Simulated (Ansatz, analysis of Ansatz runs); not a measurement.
# N-H pair in ZnSe: local vibrational mode against experiment, part 2 of 2

Subject: N-H pair in ZnSe. Wanted: its local vibrational mode, in one set-up (PBE, 64-site cell, PBE lattice, 420 eV, k: the single point 1/4 1/4 1/4, symmetric start). The model is a cell of 64 host atoms with N put on another atom's site and H put in between. The frequencies come from force constants among the defect atom and its neighbours, with the masses of the isotopes named. Another start tests whether the structure found is the lowest.

Ansatz 0.2.0; PBE, 64-site cell, PBE lattice, 420 eV, k: the single point 1/4 1/4 1/4, symmetric start.

So far. Step 2 (Relaxation, charge 0): Neighbours of the added atoms: H65: N16 1.03, Zn27 2.47, Zn42 2.47 Å.

### 3. Local vibrational modes

A local mode lives on the defect and the atoms next to it, so only the sites listed in the input are displaced, which costs far fewer SCF runs than the whole cell would.

This step: plane-wave PAW DFT, PBE; finite-displacement force constants among the atoms nearest to a defect, the others at rest.

modes/input.yaml reads:

```yaml
crystal:
  lattice:
    - [11.46365848, 0.0, 0.0]
    - [0.0, 0.0, -11.46365848]
    - [0.0, 11.46365848, 0.0]
  atoms:
    - { symbol: Zn, position: [-0.000174299, -0.000174299, -0.001211689] }
    - { symbol: Zn, position: [-0.00454569, 0.249516222, 0.24545431] }
    - { symbol: Zn, position: [0.249516222, -0.00454569, 0.24545431] }
    - { symbol: Zn, position: [0.249656578, 0.249656578, -0.00330181] }
    - { symbol: Se, position: [0.124781508, 0.124781508, 0.12361608] }
    - { symbol: Se, position: [0.121247902, 0.376758085, 0.371247902] }
    - { symbol: Se, position: [0.376758085, 0.121247902, 0.371247902] }
    - { symbol: Se, position: [0.374916747, 0.374916747, 0.123081025] }
    - { symbol: Zn, position: [-0.00454569, -0.00454569, 0.499516222] }
    - { symbol: Zn, position: [-0.000201794, 0.255208201, 0.751695052] }
    - { symbol: Zn, position: [0.255208201, -0.000201794, 0.751695052] }
    - { symbol: Zn, position: [0.215543783, 0.215543783, 0.465543783] }
    - { symbol: Se, position: [0.121247902, 0.121247902, 0.626758085] }
    - { symbol: Se, position: [0.132130374, 0.37763737, 0.868548874] }
    - { symbol: Se, position: [0.37763737, 0.132130374, 0.868548874] }
    - { symbol: "N", position: [0.392760011, 0.392760011, 0.642760011] }
    - { symbol: Zn, position: [0.004394309, 0.498670766, -0.002902932] }
    - { symbol: Zn, position: [-0.000174299, 0.748788311, 0.249825701] }
    - { symbol: Zn, position: [0.255208201, 0.501695052, 0.249798206] }
    - { symbol: Zn, position: [0.250241907, 0.748330007, -0.001669993] }
    - { symbol: Se, position: [0.126009989, 0.623795666, 0.125294641] }
    - { symbol: Se, position: [0.124781508, 0.87361608, 0.374781508] }
    - { symbol: Se, position: [0.37763737, 0.618548874, 0.382130374] }
    - { symbol: Se, position: [0.376553634, 0.872812979, 0.122812979] }
    - { symbol: Zn, position: [-0.000201794, 0.501695052, 0.505208201] }
    - { symbol: Zn, position: [0.004394309, 0.747097068, 0.748670766] }
    - { symbol: Zn, position: [0.278830639, 0.486486854, 0.736486854] }
    - { symbol: Zn, position: [0.249656578, 0.74669819, 0.499656578] }
    - { symbol: Se, position: [0.132130374, 0.618548874, 0.62763737] }
    - { symbol: Se, position: [0.126009989, 0.875294641, 0.873795666] }
    - { symbol: Se, position: [0.376710697, 0.6240657, 0.8740657] }
    - { symbol: Se, position: [0.374916747, 0.873081025, 0.624916747] }
    - { symbol: Zn, position: [0.498670766, 0.004394309, -0.002902932] }
    - { symbol: Zn, position: [0.501695052, 0.255208201, 0.249798206] }
    - { symbol: Zn, position: [0.748788311, -0.000174299, 0.249825701] }
    - { symbol: Zn, position: [0.748330007, 0.250241907, -0.001669993] }
    - { symbol: Se, position: [0.623795666, 0.126009989, 0.125294641] }
    - { symbol: Se, position: [0.618548874, 0.37763737, 0.382130374] }
    - { symbol: Se, position: [0.87361608, 0.124781508, 0.374781508] }
    - { symbol: Se, position: [0.872812979, 0.376553634, 0.122812979] }
    - { symbol: Zn, position: [0.501695052, -0.000201794, 0.505208201] }
    - { symbol: Zn, position: [0.486486854, 0.278830639, 0.736486854] }
    - { symbol: Zn, position: [0.747097068, 0.004394309, 0.748670766] }
    - { symbol: Zn, position: [0.74669819, 0.249656578, 0.499656578] }
    - { symbol: Se, position: [0.618548874, 0.132130374, 0.62763737] }
    - { symbol: Se, position: [0.6240657, 0.376710697, 0.8740657] }
    - { symbol: Se, position: [0.875294641, 0.126009989, 0.873795666] }
    - { symbol: Se, position: [0.873081025, 0.374916747, 0.624916747] }
    - { symbol: Zn, position: [0.502311254, 0.502311254, 0.000668102] }
    - { symbol: Zn, position: [0.498670766, 0.747097068, 0.254394309] }
    - { symbol: Zn, position: [0.747097068, 0.498670766, 0.254394309] }
    - { symbol: Zn, position: [0.75053751, 0.75053751, 0.00053751] }
    - { symbol: Se, position: [0.625700677, 0.625700677, 0.127193079] }
    - { symbol: Se, position: [0.623795666, 0.875294641, 0.376009989] }
    - { symbol: Se, position: [0.875294641, 0.623795666, 0.376009989] }
    - { symbol: Se, position: [0.875181912, 0.875181912, 0.125181912] }
    - { symbol: Zn, position: [0.486486854, 0.486486854, 0.528830639] }
    - { symbol: Zn, position: [0.502311254, 0.750668102, 0.752311254] }
    - { symbol: Zn, position: [0.750668102, 0.502311254, 0.752311254] }
    - { symbol: Zn, position: [0.748330007, 0.748330007, 0.500241907] }
    - { symbol: Se, position: [0.6240657, 0.6240657, 0.626710697] }
    - { symbol: Se, position: [0.625700677, 0.877193079, 0.875700677] }
    - { symbol: Se, position: [0.877193079, 0.625700677, 0.875700677] }
    - { symbol: Se, position: [0.872812979, 0.872812979, 0.626553634] }
    - { symbol: H, position: [0.340775032, 0.340775032, 0.590775032] }
basis:
  ecutwfc: 420
  xc_grid: 2
hamiltonian:
  xc: pbe
kpoints:
  mp_grid: { grid: [1, 1, 1], shift: [0.25, 0.25, 0.25] }
scf:
  occupations: { method: fermi_dirac, width: 0.01 }
  max_iter: 120
output: {}
checkpoint:
  read: "../relax.run"
phonons:
  supercell: [1, 1, 1]
  displaced_sites: [15, 26, 41, 56, 64]
```

Run with:

```console
$ ansatz run input.yaml --threads 4 --pin off --max-ram 7536MiB --backend cpu --events-out ev --progress --plain --runs-dir out
```

Numbers of over 12 decimals in the logs are rounded to 6 here.

What it wrote:

```text
[...]
Crystal: 65 atoms, lattice volume = 1506.502 Å³
Basis set: ecut = 420 eV, 29423 PW (Γ), exchange–correlation on 160×160×160 points (8 copies of the dense FFT grid, shifted against one another)
Bands: 532, of which v1, the nominal top of the filled ones, is band 443 counted from 1 (442 counted from 0)
Symmetry: 6 space group operations
k-points: 1
[...]
SCF iter   6: F=-276194.355281 eV  HF=-276194.355281 eV  |F-HF|=1.16e-10  |Δ(HF+E_count)|=    0.00e0  Δρ=2.76e-8  dr2=1.19e-11  ethr=1.00e-12  ⟨swp⟩=4.0  Hψ=1823  notcnv=0
SCF 1 converged in 6 iterations: F = -276194.355281 eV  dr2 = 1.19e-11
[...]
Symmetry: 2 space group operations
[...]
SCF 2 converged in 10 iterations: F = -276194.355222 eV  dr2 = 2.55e-12
[...]
SCF 3 converged in 6 iterations: F = -276194.355252 eV  dr2 = 1.67e-12
[...]
symmetry images taken by strict's conditions (phonons.symmetry_images: auto; settled by no image being taken that strict refuses)
  force constants formed among 5 of 65 sites (N 15, Zn 26, Zn 41, Zn 56, H 64); the other 60 at rest. The modes move the named sites alone.
  the frequencies, the zero-point energy and the sums are of the block with the acoustic sum rule laid on its rows. Row sums over every site: 1.3e-4 eV/Å² at the most
  transpose residual: 9.2e-5 eV/Å²
  largest component of a force at the reference: 8.9e-3 eV/Å on a named site, 8.3e-3 eV/Å on a site at rest
  frequencies among the named sites at Γ of the cell (cm⁻¹): 101.05 101.05 106.18 132.12 132.12 132.84 132.84 133.31 189.15 373.96 487.21 487.21 815.05 815.05 3286.71
  unstable modes among the named sites: 0
  frequencies as built, with no sum rule (cm⁻¹): 101.05 101.05 106.18 132.13 132.13 132.84 132.84 133.31 189.15 373.96 487.21 487.21 815.01 815.01 3286.72
  zero-point energy: 0.460344 eV/cell   skipped modes (ω ≤ 0): 0
  not written: the harmonic force-constant file, the file of eigenvectors (these modes' are written with the force constants), the density of states and the dispersion, which are of every site
[key lines of the parts left out:]
SCF converged after 6 iterations
Free energy (F): -276194.355281 eV
Fermi energy:    7.143725 eV
```

It took 10 min on 4 threads of Arm Neoverse V1, shared host; peak memory 4 GiB.

Read from the output:

```yaml
free_energy: -276194.3553 eV
```

The modes with the largest weight on the probed atoms (the light atom of a pair), for the masses of each isotope. Modes of the displaced atoms (local only where they lie over the host's phonons):

```csv
isotopes,mode (cm⁻¹),share of the defect atoms
H,3287,0.935
H,815.1,0.91
H,815.1,0.91
D,2400,0.876
D,616.5,0.631
D,616.5,0.631
```

### 4. Outcome

| Quantity | Value |
| --- | --- |
| distance from the defect atom to its nearest neighbour | 1.032 Å |
| N-H stretch, 1H | 3287 cm⁻¹ |
| N-H wag, 1H | 815 cm⁻¹ |
| time of the whole chain | 16 min on 4 threads |

What this shows: N-H stretch, 1H: computed 3287 cm⁻¹, measured 3194 cm⁻¹; 93 cm⁻¹ (3 %) above the measurement. N-H wag, 1H: computed 815 cm⁻¹, measured 783 cm⁻¹; 32 cm⁻¹ (4 %) above the measurement. The computed value is harmonic, while the measured line is the anharmonic fundamental, which for X–H stretches usually lies a few per cent lower. Only the named neighbours move, so modes near the host's band are approximate.

[Logs are printed without paths, hosts, clocks, repeated set-up lines and the standing remarks that a program may print on its own settings, such as how far it seeks lower states.]

[Hosts, paths, dates, database ids (printed as entryN), source tags and the programs' standing remarks are cut or masked in the printed files.]

[For some hosts the program warned that the k-mesh of the response run may be too coarse for force constants and the static dielectric constant; such warnings are not shown here.]
